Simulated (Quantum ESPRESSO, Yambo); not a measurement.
# A GW chain in Yambo: SnSe2 (1T monolayer), part 3 of 3

How does a plane-wave GW calculation on SnSe2 (1T monolayer) run from the first input to the gap?

Quantum ESPRESSO 7.5 and Yambo 5.3.0; PBE and many-body steps on it, plane waves. Known limits of the many-body steps: not at the basis limit; no spin-orbit coupling.

So far. Step 3 (Bands along the symmetry lines): The gap is 0.780 eV, −0.059 eV from the run before at this level. Step 4 (Empty states on the mesh, 6×6×1 mesh, 168 bands): On this mesh the gap is 0.791 eV.

### 6. Screening and self-energy, 6×6×1 mesh, 168 bands, screening to 142.9 eV

Now the one-shot GW correction: screening in the RPA, then the self-energy of the levels asked for.

This step: G0W0 on PBE, plane waves, norm-conserving pseudopotentials.

gw1.in reads:

```
HF_and_locXC
gw0
dyson
ppa
em1d
rim_cut
rim_w
RandQpts= 3000000
RandGvec= 100 RL
CUTGeo= "slab z"
RandGvecW= 9 RL
EXXRLvcs= 104 Ry
VXCRLvcs= 416 Ry
Chimod= "HARTREE"
% BndsRnXp
 1 | 168 |
%
NGsBlkXp= 10.5 Ry
% LongDrXp
 1 | 1 | 0 |
%
% GbndRnge
 1 | 168 |
%
DysSolver= "n"
ExtendOut
PPAPntXp= 27.21138 eV
% QPkrange
 1 | 7 | 31 | 39 |
%
```

The run is started by

```bash
OMP_NUM_THREADS=1 mpirun -n 4 yambo -F gw1.in -J gw1 -C gw1 > gw1.log
```

Output:

```text
 Yambo, version 5.3.0

 [02] CORE Variables Setup
 =========================

  [... cell, symmetries and grids as in the set-up ...]

  [02.05] Energies & Occupations
  ==============================

  [X] === General ===
  [X] Electronic Temperature                        :  0.000000  0.000000 [eV K]
  [X] Bosonic    Temperature                        :  0.000000  0.000000 [eV K]
  [X] Finite Temperature mode                       : no
  [X] El. density                                   :  0.35949E+24 [cm-3]
  [X] Fermi Level                                   :  0.139162 [eV]

  [X] === Gaps and Widths ===
  [X] Conduction Band Min                           :  0.791108 [eV]
  [X] Valence Band Max                              :  0.000000 [eV]
  [X] Filled Bands                                  :   35
  [X] Empty Bands                                   :   36  168
  [X] Direct Gap                                    :  1.097116 [eV]
  [X] Direct Gap localized at k                     :   4
  [X] Indirect Gap                                  :  0.791108 [eV]
  [X] Indirect Gap between kpts                     :   2   4
  [X] Last valence band width                       :  0.770971 [eV]
  [X] 1st conduction band width                     :  1.364754 [eV]

 [03] Transferred momenta grid and indexing
 ==========================================

 IBZ Q-points                                      :   7
 BZ  Q-points                                      :   36

 K/Q-points units:
 rlu = crystal or reduced units; cc = cartesian coordinates; iku = interal k-units

 Q [1]          [rlu]:  0.000000  0.000000  0.000000
 Q [2]          [rlu]: -0.20889E-17  0.16667       0.0000
 Q [3]          [rlu]: -0.41779E-17  0.33333       0.0000
 Q [4]          [rlu]:  0.62668E-17 -0.50000       0.0000
 Q [5]          [rlu]:  0.166667  0.166667  0.000000
 Q [6]          [rlu]:  0.166667  0.333333  0.000000
 Q [7]          [rlu]:  0.333333  0.333333  0.000000

 [04] Coloumb potential Random Integration (RIM)
 ===============================================

 Performing RIM of v_slab

  [04.01] RIM initialization
  ==========================

  * Diagonal components only detected *

  8 x (sBL volume)        :  0.041948 [a.u.]
  sBZ random points       :  3000000
  Points outside the sBZ  :  24000829
  RL volume               :  0.188768 [a.u.]
  Integrated volume       :  0.188761 [a.u.]

  [04.02] RIM integrals
  =====================

  Gamma point sphere radius             :  0.038807 [a.u.]
  Points outside the sphere             :  2398884
  [Int_sBZ(q=0) 1/q^2]*(Vol_sBZ)^(-1/3) =:  7.486872
                                 should be <:  7.795600

  Summary of Coulomb integrals for non-metallic bands |Q|[au] RIM/Bare

  Q [1] 0.100000E-4 0.960397 * Q [2] 0.165273 0.997291
  Q [5] 0.286262 1.024554 * Q [3] 0.330547 1.023507
  Q [6] 0.437272 1.017699 * Q [4] 0.495820 1.014573
  Q [7] 0.572523 1.011394
  Non-periodic chartesian directions : none
  Optical renormalization            :  28.34589 [au]
  Polarizability dimension           : length

 [05] Coloumb potential CutOffslab
 =================================

 Cut directionsZ
 Slab Cutoff:Z
 Symmetry test passed : yes

 [06] Dipoles
 ============

  [06.01] Setup: observables and procedures
  =========================================

  [WARNING] [x,Vnl] slows the Dipoles computation. To neglect it rename the ns.kb_pp file

 [07] Dynamic Dielectric Matrix (PPA)
 ====================================

 [WR./gw1//ndb.pp]---------------------------------------------------------------
  Brillouin Zone Q/K grids (IBZ/BZ)                :    7   36    7   36
  RL vectors                                       :  27469 [WF]
  Coulomb cutoff potential                         : slab z
  Electronic Temperature                           :  0.000000 [K]
  Bosonic    Temperature                           :  0.000000 [K]
  PPA    diel. fun.  energies                      : Perdew, Burke & Ernzerhof(X)+Perdew, Burke & Ernzerhof(C)
  wavefunctions                                    : Perdew, Burke & Ernzerhof(X)+Perdew, Burke & Ernzerhof(C)
  Global Gauge                                     : length
  X matrix size                                    :   713
  X band range                                     :    1  168
  X e/h energy range                               : -1.000000 -1.000000 [eV]
  X Time ordering                                  : R
  X Hxc Kernel                                     : HARTREE
  X Drude frequency                                :  0.000000  0.000000
  X poles                                          :  100.0000 [o/o]
  RL vectors in the sum                            :  27469
  [r,Vnl] included                                 : yes
  Field direction                                  :  0.707107E-5  0.707107E-5   0.00000
  BZ energy Double Grid                            : no
  BZ energy DbGd points                            : 0
  BZ Q point size factor                           : -1.000000
  X Optical Averaged directions                    : none

 [08] Local Exchange-Correlation + Non-Local Fock
 ================================================

 [VXC] Plane waves :  188291
 [EXS] Plane waves :  23571

 QP @ state[ 1 ] K range:   1   7
 QP @ state[ 1 ] b range:   31   39

 [xc] Functional : Perdew, Burke & Ernzerhof(X)+Perdew, Burke & Ernzerhof(C)
 [xc] LIBXC used to calculate xc functional
  PP Number of Atomic Species                      :  2
  NLCC RL compoments                               :  188291
  PP Number of Atomic Species                      :  2
  NLCC RL compoments                               :  188291

 [xc] E_xc :  -68.29994 [Ha]
      E_xc :  -136.5999 [Ry]

  Local XC kind (lXC) : Perdew, Burke & Ernzerhof(X)+Perdew, Burke & Ernzerhof(C)
  Non-Local XC kind (nlXC) : Hartree-Fock

  Corrections @ K [1] :  [eV]
 <31|nlXC|31> = -15.68859  0.85456E-17 <31|lXC|31> = -12.82770  0.18882E-15
 <32|nlXC|32> = -16.30961  0.22060E-19 <32|lXC|32> = -14.13190 -0.56645E-15
 <33|nlXC|33> = -16.30958 -0.11695E-16 <33|lXC|33> = -14.13190  0.37763E-15
 <34|nlXC|34> = -16.39715 -0.82160E-17 <34|lXC|34> = -14.46547 -0.37763E-15
 <35|nlXC|35> = -16.39720 -0.88180E-17 <35|lXC|35> = -14.46547 -0.56645E-15
 <36|nlXC|36> = -10.19832 -0.10518E-17 <36|lXC|36> = -13.19944  0.000000
 <37|nlXC|37> = -7.446177 -0.24349E-17 <37|lXC|37> = -11.35150  0.000000
 <38|nlXC|38> = -7.704597  0.19934E-17 <38|lXC|38> = -12.32162  0.18882E-15
 <39|nlXC|39> = -7.704618  0.87870E-19 <39|lXC|39> = -12.32163  0.18882E-15

  Corrections @ K [2] :  [eV]
 <31|nlXC|31> = -15.62052  0.11579E-17 <31|lXC|31> = -12.83154  0.23602E-16
[...]
Corrections @ K [3] :  [eV]
[...]
Corrections @ K [4] :  [eV]
[...]
Corrections @ K [5] :  [eV]
[...]
Corrections @ K [6] :  [eV]
[...]
Corrections @ K [7] :  [eV]
[...]
<35|nlXC|35> = -15.97693  0.13438E-16 <35|lXC|35> = -13.42483  0.37763E-15
 <36|nlXC|36> = -10.09579  0.21880E-17 <36|lXC|36> = -13.58149  0.23602E-15
 <37|nlXC|37> = -7.088653 -0.74606E-18 <37|lXC|37> = -11.53773  0.94408E-16
 <38|nlXC|38> = -7.088651  0.49168E-18 <38|lXC|38> = -11.53773 -0.47204E-16
 <39|nlXC|39> = -7.457521 -0.24517E-18 <39|lXC|39> = -12.61640  0.000000

  [08.01] Hartree-Fock occupations report
  =======================================

  [Hartree-Fock] === General ===
  [Hartree-Fock] Electronic Temperature             :  0.000000  0.000000 [eV K]
  [Hartree-Fock] Bosonic    Temperature             :  0.000000  0.000000 [eV K]
  [Hartree-Fock] Finite Temperature mode            : no
  [Hartree-Fock] El. density                        :  0.35949E+24 [cm-3]
  [Hartree-Fock] Fermi Level                        :  0.139162 [eV]

  [Hartree-Fock] === Gaps and Widths ===
  [Hartree-Fock] Conduction Band Min                :  3.778667 [eV]
  [Hartree-Fock] Valence Band Max                   : -1.957067 [eV]
  [Hartree-Fock] Filled Bands                       :   35
  [Hartree-Fock] Empty Bands                        :   36  168
  [Hartree-Fock] Direct Gap                         :  6.244242 [eV]
  [Hartree-Fock] Direct Gap localized at k          :   4
  [Hartree-Fock] Indirect Gap                       :  5.735733 [eV]
  [Hartree-Fock] Indirect Gap between kpts          :   2   4
  [Hartree-Fock] Last valence band width            :  1.366007 [eV]
  [Hartree-Fock] 1st conduction band width          :  1.874541 [eV]

 [09] Dyson equation: Newton solver
 ==================================

  [09.01] RIM-W interpolation
  ===========================

  [WARNING] RIM-W works only for 2D semiconductors with slab cutoff
  Found compatible q grid: 2D
  q_min[ 1 ]:  0.16667      0.77304E-11   0.0000     [rlu]
   0.166667  0.083333  0.000000 [iku]
  q_min[ 2 ]:  0.99415E-11  0.16667       0.0000     [rlu]
   0.49708E-11  0.16667       0.0000     [iku]
  G-vectors :   9
  G-vectors loaded:   63
  Number of interpolated frequencies:  2

  Evaluating coefficients q = 0
  Evaluating coefficients q = 0

  [09.02] RIM-W integrals
  =======================

  8 x (sBL volume)        :  0.041948 [a.u.]
  sBZ random points       :  3000000
  Points outside the sBZ  :  24000829
  RL volume               :  0.188768 [a.u.]
  Integrated volume       :  0.188761 [a.u.]

  [09.03] RIM integrals
  =====================

  Comparison between head Wc = W - v averages: < Wc > [au] RIM-W/RIM

   < -Wc [Q = 1] > 0.333919E-1 0.417146E-4 * < -Wc [Q = 2] > 0.005524 0.005358
   < -Wc [Q = 3] > 0.001069 0.001050 * < -Wc [Q = 4] > 0.370432E-3 0.366380E-3
   < -Wc [Q = 5] > 0.001545 0.001515 * < -Wc [Q = 6] > 0.526419E-3 0.521340E-3
   < -Wc [Q = 7] > 0.256066E-3 0.254772E-3

  Comparison between head Wc = W - v averages: < Wc > [au] RIM-W/RIM

   < -Wc [G = 1,G`=0] > 0.333919E-1 0.417146E-4 * < -Wc [G = 2,G`=0] >-0.001767 0.000000
   < -Wc [G = 3,G`=0] >-0.001767 0.000000 * < -Wc [G = 4,G`=0] >-0.263689E-4  0.00000
   < -Wc [G = 5,G`=0] >-0.263508E-4  0.00000 * < -Wc [G = 6,G`=0] > 0.149760E-3  0.00000
   < -Wc [G = 7,G`=0] > 0.149738E-3  0.00000 * < -Wc [G = 8,G`=0] >-0.222397E-4  0.00000
   < -Wc [G = 9,G`=0] >-0.222381E-4  0.00000

 [10] G0W0 (W PPA)
 =================

 [  GW  ] Bands range     :    1  168
 [GW/PPA] G damping       :  0.100000 [eV]

 QP @ state[ 1 ] K range:   1   7
 QP @ state[ 1 ] b range:   31   39

  Sc/G bands                                       :    1  168
  Sc/G damping                                     :  0.100000 ev
  Sc bands terminator                              : no
  Sx RL components                                 :  23571

  QP @ state[ 1 ] K range                          :   1   7
  QP @ state[ 1 ] b range                          :   31   39
  GF energies kind                                 : Perdew, Burke & Ernzerhof(X)+Perdew, Burke & Ernzerhof(C)
  GF WF`s kind                                     : Perdew, Burke & Ernzerhof(X)+Perdew, Burke & Ernzerhof(C)
  Xs energies kind                                 : Perdew, Burke & Ernzerhof(X)+Perdew, Burke & Ernzerhof(C)
  Xs WF`s kind                                     : Perdew, Burke & Ernzerhof(X)+Perdew, Burke & Ernzerhof(C)

 [14] Game Over & Game summary
```

Wall time 44 min (4 MPI ranks of Arm Neoverse V1, shared host); peak memory 6.6 GiB; 2.9 h of CPU time.

This step gave:

* G0W0 gap on the mesh: 1.861 eV
* starting gap on the mesh: 0.7911 eV
* k of the valence top: 0, 0.1667, 0
* k of the conduction bottom: 0, -0.5, 0
* least direct G0W0 gap on the computed points: 2.226 eV
* Z at the valence top: 0.7467
* Z at the conduction bottom: 0.7632

The gap on the mesh goes from 0.79 eV to 1.86 eV, a correction of +1.07 eV. The start differs from the 0.84 eV found before because the two sample other k points.

Limits: finite bands, cutoff and mesh; no spin-orbit coupling. v1 is the top filled band, c1 the lowest empty one. The levels before and after the correction (eV, zero at the valence-band top of each column):

|  | conduction bottom | valence top |
| --- | --- | --- |
| Kohn-Sham | 0.79 | 0.00 |
| G0W0 | 1.86 | 0.00 |

|  | level | energy (eV) |
| --- | --- | --- |
| Kohn-Sham | (0 0.167 0) v3 | -1.089 |
| Kohn-Sham | (0 0.167 0) v2 | -0.856 |
| Kohn-Sham | (0 0.167 0) v1 | 0.000 |
| Kohn-Sham | (0 0.167 0) c1 | 2.156 |
| Kohn-Sham | (0 0.167 0) c2 | 3.814 |
| Kohn-Sham | (0 0.167 0) c3 | 4.850 |
| Kohn-Sham | (0 -0.5 0) v3 | -2.130 |
| Kohn-Sham | (0 -0.5 0) v2 | -0.649 |
| Kohn-Sham | (0 -0.5 0) v1 | -0.306 |
| Kohn-Sham | (0 -0.5 0) c1 | 0.791 |
| Kohn-Sham | (0 -0.5 0) c2 | 4.099 |
| Kohn-Sham | (0 -0.5 0) c3 | 5.434 |
| G0W0 | (0 0.167 0) v3 | -1.195 |
| G0W0 | (0 0.167 0) v2 | -1.073 |
| G0W0 | (0 0.167 0) v1 | 0.000 |
| G0W0 | (0 0.167 0) c1 | 3.395 |
| G0W0 | (0 0.167 0) c2 | 4.785 |
| G0W0 | (0 0.167 0) c3 | 5.905 |
| G0W0 | (0 -0.5 0) v3 | -2.306 |
| G0W0 | (0 -0.5 0) v2 | -0.825 |
| G0W0 | (0 -0.5 0) v1 | -0.364 |
| G0W0 | (0 -0.5 0) c1 | 1.861 |
| G0W0 | (0 -0.5 0) c2 | 5.086 |
| G0W0 | (0 -0.5 0) c3 | 6.443 |

### 7. Where the time went

Times are wall times on the hardware named with each run, good to a factor of about two.

| step | time | share | memory (GiB) |
| --- | --- | --- | --- |
| ground state | 61 s | 2 % | 1.0 |
| bands along the symmetry lines | 25 s | 1 % | 0.82 |
| empty states on the mesh | 91 s | 3 % | 1.7 |
| conversion and set-up | 4 s | 0 % | 0.27 |
| screening and self-energy | 44 min | 94 % | 6.6 |

### 8. Summary of results

| Property | Result |
| --- | --- |
| PBE gap | 0.78 eV, indirect |
| G0W0 gap on the mesh | 1.86 eV |
| GW settings | 6×6×1 mesh, 168 bands, screening to 142.9 eV, Godby-Needs plasmon pole |
| known limits | not at the basis limit; no spin-orbit coupling |

In words: G0W0 moves the gap on the mesh from 0.79 eV to 1.86 eV (+1.07 eV), with Z of 0.75 and 0.76 at the edges. The dearest step here is «screening and self-energy». Bands and cutoff are finite, so the gap is not at the basis limit. The miss can reach some tenths of an eV and take either sign; the mesh is an error of its own. The many-body steps are scalar-relativistic: spin-orbit coupling is not in them.

[Paths, hosts, dates, memory and timing lines, banners, echoed tables and standing remarks are left out of the program output.]

[Logs are printed without paths, hosts, clocks, repeated set-up lines and the standing remarks that a program may print on its own settings, such as how far it seeks lower states.]

[Runs of the session that timed out or met a known fault of the program may be left out.]

[Hosts, paths, dates, database ids (printed as entryN), source tags and the programs' standing remarks are cut or masked in the printed files.]
